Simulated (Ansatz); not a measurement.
# (CaO)2(NaF)2 [001] superlattice, started as rocksalt type: the cell at rest

Task: relax (CaO)2(NaF)2 [001] superlattice, started as rocksalt type tightly.

Program: Ansatz 0.2.0. Level of theory: DFT PBEsol, scalar-relativistic, plane waves, PAW. Results are calculated unless marked as measured.

The structure was built from a prototype and need not be the compound's stable phase.

## Step 1: Starting point

Symmetry: P4/nmm, No. 129, tetragonal system. The conventional cell has a = 3.338 Å, b = 3.338 Å, c = 9.440 Å, α = 90.00°, β = 90.00°, γ = 90.00°. Ca has 1 F at 2.36 Å and 5 O at 2.36 Å nearest. F has 5 Na at 2.36 Å and 1 Ca at 2.36 Å nearest. Nearest to Na lie 5 F at 2.36 Å and 1 O at 2.36 Å. O has 1 Na at 2.36 Å and 5 Ca at 2.36 Å nearest. Farther neighbours and most contacts between anions are not listed.

## Step 2: Probe on a coarse mesh

A quick single point on a coarse mesh tells whether the cell has a gap and how far it is from rest, which sets the k mesh and smearing that follow.

Contents of input.yaml:

```yaml
crystal:
  lattice:
    - [2.36, 2.36, 0.0]
    - [-2.36, 2.36, 0.0]
    - [0.0, 0.0, 9.44]
  atoms:
    - { symbol: Ca, position: [0.0, 0.0, 0.0] }
    - { symbol: Ca, position: [0.5, 0.5, 0.25] }
    - { symbol: F, position: [0.5, 0.5, 0.5] }
    - { symbol: F, position: [0.0, 0.0, 0.75] }
    - { symbol: Na, position: [0.0, 0.0, 0.5] }
    - { symbol: Na, position: [0.5, 0.5, 0.75] }
    - { symbol: O, position: [0.5, 0.5, 0.0] }
    - { symbol: O, position: [0.0, 0.0, 0.25] }
kpoints:
  mp_grid: { grid: [6, 6, 2] }
hamiltonian:
  xc: pbesol
scf:
  occupations: { method: gaussian, width: 0.1 }
output:
  forces: true
  stress: true
  eigenvalues: true
```

Launch:

```
> ansatz run input.yaml --threads 8 --pin off --max-ram 14336MiB --backend cpu --events-out ev --progress --plain --runs-dir out
```

Numbers of over 12 decimals in the logs are rounded to 6 here.

Log:

```text
Engine: ansatz 0.2.0, x86_64-unknown-linux-gnu
Pseudopotentials: kind: paw
Pseudopotential: Ca, paw, valence charge 10, recommended cutoff 420 eV (normal), Ca.paw.azcp
Pseudopotential: F, paw, valence charge 7, recommended cutoff 420 eV (normal), F.paw.azcp
Pseudopotential: Na, paw, valence charge 9, recommended cutoff 420 eV (normal), Na.paw.azcp
[...]
k-point 0: bands = [... 28 lower, 5.7711, 5.7711, 5.9681, 5.9681, 9.3638, 9.9746, 11.3011, 12.1030, ... 3 higher]
  k-point 1: bands = [... 28 lower, 5.7718, 5.7718, 5.9670, 5.9670, 9.8861, 9.9782, 10.9377, 11.2906, ... 3 higher]
  k-point 2: bands = [... 28 lower, 5.3358, 5.3771, 5.5036, 5.6509, 9.9492, 10.7160, 11.8895, 12.5066, ... 3 higher]
  k-point 19: bands = [... 28 lower, 5.2442, 5.2442, 5.4156, 5.4156, 10.5474, 10.5474, 13.0783, 13.0783, ... 3 higher]
[key lines of the parts left out:]
SCF converged after 7 iterations
Free energy (F): -9273.850270 eV
Fermi energy:    7.667772 eV
P = ⅓ Tr σ = -0.0464 GPa (-0.464 kbar)
```

The job ended after 0.52 s (8 threads of Intel Xeon 6975P-C (Granite Rapids), shared host; peak memory 0.54 GiB).

A gap read on the k-mesh alone can miss the band edges.

This step gave:

```
pressure           : -0.04638 GPa
gap on the k-mesh  : 3.396 eV
volume per atom    : 13.14 Å³
direct gap on mesh : 3.396 eV
```

The coarse mesh shows a gap of 3.40 eV and a pressure of 0.0 GPa.

## Step 3: Relaxation

The cell and atoms are relaxed, since residual forces and stress would shift the frequencies.

Changes to input.yaml since step 2:

```diff
@@ -19,3 +19,3 @@
 scf:
-  occupations: { method: gaussian, width: 0.1 }
+  occupations: { method: gaussian, width: 0.02 }
 output:
@@ -24 +24,6 @@
   eigenvalues: true
+relax:
+  adjacent_minimum: "off"
+  f_tol: 0.005
+  max_steps: 80
+  cell: { stress_tol: 0.05 }
```

Log:

```text
[...]
Crystal: 8 atoms, lattice volume = 105.154 Å³
Basis set: ecut = 420 eV, 2063 PW (Γ), exchange–correlation on 48×48×128 points (8 copies of the dense FFT grid, shifted against one another)
Bands: 40, of which v1, the nominal top of the filled ones, is band 32 counted from 1 (31 counted from 0)
Symmetry: 16 space group operations
[...]
k-points: 20 of 72
[...]
SCF iter   1: F=—  HF=-9273.891572 eV  |F-HF|=—  |Δ(HF+E_count)|=         —  Δρ=1.33e-2  dr2=1.47e-1  ethr=1.77e-3  ⟨swp⟩=8.8  Hψ=4091  notcnv=0
[...]
SCF iter   7: F=-9273.850270 eV  HF=-9273.850270 eV  |F-HF|=1.85e-8  |Δ(HF+E_count)|=   9.23e-7  Δρ=9.19e-6  dr2=7.89e-8  ethr=1.56e-10  ⟨swp⟩=8.2  Hψ=3958  notcnv=0
SCF 1 converged in 7 iterations: F = -9273.850270 eV  dr2 = 7.89e-8
[...]
relax step   1: F+E_penalty+E_count = -9273.85027048 eV  Δ(F+E_penalty+E_count) = +0.000e0 eV  max|allowed force component| = 2.090e-1 eV/Å  Δτ_max = 0.0000 Å  P = -0.046 GPa  Ω = 105.154 Å³  (7 SCF iters, dr2 threshold 1.00e-7 eV, accepted)
Crystal: 8 atoms, lattice volume = 105.109 Å³
[...]
iter 1 solved again at ethr=2.86e-5 eV; its pass at ethr=3.10e-3 eV (dr2=1.83e-2 eV) is discarded
[...]
SCF iter   6: F=-9273.854227 eV  HF=-9273.854227 eV  |F-HF|=5.24e-7  |Δ(HF+E_count)|=   4.81e-7  Δρ=2.51e-5  dr2=6.69e-7  ethr=1.25e-9  ⟨swp⟩=5.8  Hψ=3350  notcnv=0
SCF 2 converged in 6 iterations: F = -9273.854227 eV  dr2 = 6.69e-7
relax step   2: F+E_penalty+E_count = -9273.85422688 eV  Δ(F+E_penalty+E_count) = -3.956e-3 eV  max|allowed force component| = 1.738e-1 eV/Å  Δτ_max = 0.0280 Å  P = -0.124 GPa  Ω = 105.109 Å³  energy of the carried Pulay correction = +1.338e-4 eV  (6 SCF iters, dr2 threshold 8.00e-7 eV, accepted)
Crystal: 8 atoms, lattice volume = 105.072 Å³
Basis set: ecut = 420 eV, 2079 PW (Γ), exchange–correlation on 48×48×128 points (8 copies of the dense FFT grid, shifted against one another)
[...]
SCF iter   6: F=-9273.858229 eV  HF=-9273.858229 eV  |F-HF|=6.14e-8  |Δ(HF+E_count)|=   3.43e-7  Δρ=1.52e-5  dr2=1.73e-7  ethr=1.25e-9  ⟨swp⟩=6.0  Hψ=3053  notcnv=0
SCF 3 converged in 6 iterations: F = -9273.858229 eV  dr2 = 1.73e-7
relax step   3: F+E_penalty+E_count = -9273.85822941 eV  Δ(F+E_penalty+E_count) = -4.003e-3 eV  max|allowed force component| = 7.218e-2 eV/Å  Δτ_max = 0.0147 Å  P = -0.105 GPa  Ω = 105.072 Å³  energy of the carried Pulay correction = +2.439e-4 eV  (6 SCF iters, dr2 threshold 8.00e-7 eV, accepted)
[...]
relax step   4: F+E_penalty+E_count = -9273.85999487 eV  Δ(F+E_penalty+E_count) = -1.765e-3 eV  max|allowed force component| = 1.134e-2 eV/Å  Δτ_max = 0.0089 Å  P = -0.002 GPa  Ω = 104.897 Å³  energy of the carried Pulay correction = +7.617e-4 eV  (6 SCF iters, dr2 threshold 3.26e-7 eV, accepted)
[...]
relax step   5: F+E_penalty+E_count = -9273.86007379 eV  Δ(F+E_penalty+E_count) = -7.892e-5 eV  max|allowed force component| = 1.134e-3 eV/Å  Δτ_max = 0.0021 Å  P = -0.001 GPa  Ω = 104.883 Å³  energy of the carried Pulay correction = +8.033e-4 eV  (6 SCF iters, dr2 threshold 8.04e-9 eV, accepted)
[...]
SCF iter   1: F=—  HF=-9273.860089 eV  |F-HF|=—  |Δ(HF+E_count)|=         —  Δρ=2.71e-5  dr2=2.36e-7  ethr=5.44e-7  ⟨swp⟩=3.0  Hψ=5889  notcnv=0
eigensolver tolerance schedule: the retry pair's looser diagonalisation over-reported the residual by 1474.39 of it (diagonalisation noise at 0.35 of the residual, at the tolerance the schedule requests for it); recorded, not acted on — ethr = c·dr2/N_el stays at c = 1.0e-1
[...]
SCF iter   2: F=—  HF=-9273.859381 eV  |F-HF|=—  |Δ(HF+E_count)|=   7.08e-4  Δρ=1.50e-5  dr2=1.13e-7  ethr=3.69e-10  ⟨swp⟩=3.0  Hψ=1674  notcnv=0
[...]
SCF iter   6: F=-9273.859381 eV  HF=-9273.859381 eV  |F-HF|=3.64e-12  |Δ(HF+E_count)|=  2.91e-11  Δρ=1.34e-7  dr2=9.93e-12  ethr=1.00e-12  ⟨swp⟩=4.5  Hψ=2507  notcnv=0
SCF 6 converged in 6 iterations: F = -9273.859381 eV  dr2 = 9.93e-12
relax step   6: F+E_penalty+E_count = -9273.85938148 eV  Δ(F+E_penalty+E_count) = +6.923e-4 eV  max|allowed force component| = 1.142e-3 eV/Å  Δτ_max = 0.0000 Å  P = -0.015 GPa  Ω = 104.883 Å³  stress off target by 2.55e-2 GPa  SCF on the basis re-selected at this cell (its energy is not comparable with the rows above)  (6 SCF iters)
basis re-selected at this cell: Δ(F+E_penalty+E_count) = +6.923e-4 eV, ΔP = -0.014 GPa vs the last step (what re-selecting the basis moved, of the pressure what is left beyond the Pulay correction that the steps carried, after the strain that the cell walked since its last selection, with what the two solves' SCF thresholds leave and, on support functions, any second-order correction that the steps lacked; it is no m [...]
SCF converged after 6 iterations
Free energy (F): -9273.859381 eV
[...]
Internal energy: -9273.859381 eV  (E = F + TS)
E sigma→0 (E₀):  -9273.859381 eV
Fermi energy:    7.704134 eV
[...]
--- Forces (eV/Å), atoms counted from 1 ---
  atom   1  Ca     0.00000000     0.00000000     0.00114150
  atom   2  Ca     0.00000000     0.00000000    -0.00114150
  atom   3  F      0.00000000     0.00000000    -0.00006048
  atom   4  F      0.00000000     0.00000000     0.00006048
  atom   5  Na     0.00000000     0.00000000    -0.00019572
  atom   6  Na     0.00000000     0.00000000     0.00019572
  atom   7  O      0.00000000    -0.00000000     0.00100857
  atom   8  O      0.00000000     0.00000000    -0.00100857
  max |Σ_I F_I| component: 9.78e-29 eV/Å
--- Stress (GPa, compression-positive) ---
       -0.010224      -0.000000       0.000000
        0.000000      -0.010224       0.000000
        0.000000       0.000000      -0.025470
  P = ⅓ Tr σ = -0.0153 GPa (-0.153 kbar)
--- Band table (eV; the first three rows and the last of 20) ---
  k-point 0: bands = [... 28 lower, 5.7579, 5.7579, 5.9679, 5.9679, 9.4403, 9.9747, 11.2900, 12.0912, ... 4 higher]
  k-point 1: bands = [... 28 lower, 5.7586, 5.7586, 5.9668, 5.9668, 9.9783, 9.9992, 10.9205, 11.2798, ... 4 higher]
  k-point 2: bands = [... 28 lower, 5.3311, 5.3744, 5.4900, 5.6477, 10.0339, 10.7197, 11.8788, 12.4750, ... 4 higher]
  k-point 19: bands = [... 28 lower, 5.2349, 5.2349, 5.4192, 5.4192, 10.5457, 10.5457, 13.0087, 13.0087, ... 4 higher]
--- Relaxed structure (5 steps of the walk, 5 accepted, 1 SCFs on fresh bases) ---
  F+E_penalty+E_count = -9273.85938148 eV   max|allowed force component| = 1.142e-3 eV/Å   (the final SCF, on the basis selected at the relaxed cell)
  cell:  # Å, volume = 104.8834 Å³
    - [2.357414, 2.357414, 0.0]
    - [-2.357414, 2.357414, 0.0]
    - [0.0, 0.0, 9.436372]
  atoms:
    - { symbol: Ca, position: [0, 0, -0.000354321] }
    - { symbol: Ca, position: [0.5, 0.5, 0.250354] }
    - { symbol: F, position: [0.5, 0.5, 0.503936] }
    - { symbol: F, position: [0, 0, 0.746064] }
    - { symbol: Na, position: [0, 0, 0.501411] }
    - { symbol: Na, position: [0.5, 0.5, 0.748589] }
    - { symbol: O, position: [0.5, 0.5, 0.000961792] }
    - { symbol: O, position: [0, 0, 0.249038] }
```

The job ended after 3.1 s (8 threads; peak memory 0.6 GiB; 18 s of CPU time).

Step by step:

| step | energy less that of the first step (eV) | largest force component (eV/Å) | pressure (GPa) | volume (Å³) |
| --- | --- | --- | --- | --- |
| 1 | 0.0000 | 0.2090 | -0.05 | 105.15 |
| 2 | -0.0040 | 0.1738 | -0.12 | 105.11 |
| 3 | -0.0080 | 0.0722 | -0.11 | 105.07 |
| 4 | -0.0097 | 0.0113 | 0.00 | 104.90 |
| 5 | -0.0098 | 0.0011 | 0.00 | 104.88 |
| 6* | -0.0091 | 0.0011 | -0.02 | 104.88 |

Relaxation steps marked * repeat the geometry before them on a plane-wave basis chosen anew for their cell, so energy and pressure can jump there.

The run keeps the 16 symmetry operations that it works with, so distortions that break them were not tested.

| conventional cell, symmetrised | before | after | change |
| --- | --- | --- | --- |
| a (Å) | 3.338 | 3.334 | -0.1 % |
| b (Å) | 3.338 | 3.334 | -0.1 % |
| c (Å) | 9.440 | 9.436 | -0.0 % |
| volume (Å³/atom) | 13.14 | 13.11 | -0.3 % |

The atoms that moved most (Å, as changes of fractional coordinates times the final cell):

| atom | dx | dy | dz | length |
| --- | --- | --- | --- | --- |
| F4 | 0.000 | 0.000 | -0.037 | 0.037 |
| F3 | 0.000 | 0.000 | 0.037 | 0.037 |
| Na6 | 0.000 | 0.000 | -0.013 | 0.013 |
| Na5 | 0.000 | 0.000 | 0.013 | 0.013 |
| O7 | 0.000 | 0.000 | 0.009 | 0.009 |
| O8 | 0.000 | 0.000 | -0.009 | 0.009 |

This step gave:

```
pressure           : -0.01531 GPa
gap on the k-mesh  : 3.472 eV
volume per atom    : 13.11 Å³
direct gap on mesh : 3.472 eV
```

In this step the volume went from 13.14 to 13.11 Å³/atom.

## Step 4: Relaxing to small forces for the phonons

Phonons need a cell at rest on their own settings, so the relaxation is repeated with tight tolerances on forces and stress, using the mesh and the filling of the phonon run that follows.

Contents of input.yaml:

```yaml
crystal:
  lattice:
    - [2.3574139084, 2.3574139084, 0.0]
    - [-2.3574139084, 2.3574139084, 0.0]
    - [0.0, 0.0, 9.4363717402]
  atoms:
    - { symbol: Ca, position: [0.0, 0.0, -0.0003543206] }
    - { symbol: Ca, position: [0.5, 0.5, 0.2503543206] }
    - { symbol: F, position: [0.5, 0.5, 0.5039359859] }
    - { symbol: F, position: [0.0, 0.0, 0.7460640141] }
    - { symbol: Na, position: [0.0, 0.0, 0.5014106334] }
    - { symbol: Na, position: [0.5, 0.5, 0.7485893666] }
    - { symbol: O, position: [0.5, 0.5, 0.0009617917] }
    - { symbol: O, position: [0.0, 0.0, 0.2490382083] }
kpoints:
  mp_grid: { grid: [8, 8, 2] }
hamiltonian:
  xc: pbesol
scf:
  occupations: { method: fixed }
output:
  forces: true
  stress: true
  eigenvalues: true
relax:
  adjacent_minimum: "off"
  f_tol: 0.001
  max_steps: 60
  cell: { stress_tol: 0.01 }
```

Log:

```text
[...]
Crystal: 8 atoms, lattice volume = 104.883 Å³
Basis set: ecut = 420 eV, 2063 PW (Γ), exchange–correlation on 48×48×128 points (8 copies of the dense FFT grid, shifted against one another)
Bands: 40, of which v1, the nominal top of the filled ones, is band 32 counted from 1 (31 counted from 0)
[... 1 set-up line as in the run before ...]
[...]
k-points: 30 of 128
[...]
- [2.357313, 2.357313, 0.0]
    - [-2.357313, 2.357313, 0.0]
    - [0.0, 0.0, 9.435737]
  atoms:
    - { symbol: Ca, position: [0, 0, -0.00034489] }
    - { symbol: Ca, position: [0.5, 0.5, 0.250345] }
    - { symbol: F, position: [0.5, 0.5, 0.503932] }
    - { symbol: F, position: [0, 0, 0.746068] }
    - { symbol: Na, position: [0, 0, 0.501404] }
    - { symbol: Na, position: [0.5, 0.5, 0.748596] }
    - { symbol: O, position: [0.5, 0.5, 0.000971089] }
    - { symbol: O, position: [0, 0, 0.249029] }
[key lines of the parts left out:]
SCF converged after 10 iterations
Free energy (F): -9273.859519 eV
Fermi energy:    5.969084 eV
P = ⅓ Tr σ = -0.0025 GPa (-0.025 kbar)
```

Run time: 2.1 s. Hardware: 8 threads; peak memory 0.61 GiB; 13 s of CPU time.

Little changed from the start: no atom moved by 0.005 Å and no cell edge by 0.1 %.

This step gave:

- pressure: -0.002496 GPa
- gap on the k-mesh: 3.473 eV
- direct gap on mesh: 3.473 eV

The largest force component left is 0.27 meV/Å and the pressure is -0.002 GPa, within the tolerances set. The cell now holds 13.11 Å³/atom.

## Step 5: Outcome

```json
{"space group after relaxation (within 0.01 Å)": "P4/nmm", "lattice constant a": "3.334 Å", "lattice constant b": "3.334 Å", "lattice constant c": "9.436 Å", "volume per atom": "13.1 Å³", "gap on the k-mesh": "3.47 eV"}
```

In words: The largest force component left is 0.27 meV/Å and the pressure is -0.002 GPa, within the tolerances set. The cell now holds 13.11 Å³/atom. The relaxation keeps the symmetry of its start, so it says nothing on stability against lower symmetry. The starting cell was built on a prototype and not taken from a measurement, so the phase need not exist.

[Logs are printed without paths, hosts, clocks, repeated set-up lines and the standing remarks that a program may print on its own settings, such as how far it seeks lower states.]

[Hosts, paths, dates, database ids (printed as entryN), source tags and the programs' standing remarks are cut or masked in the printed files.]
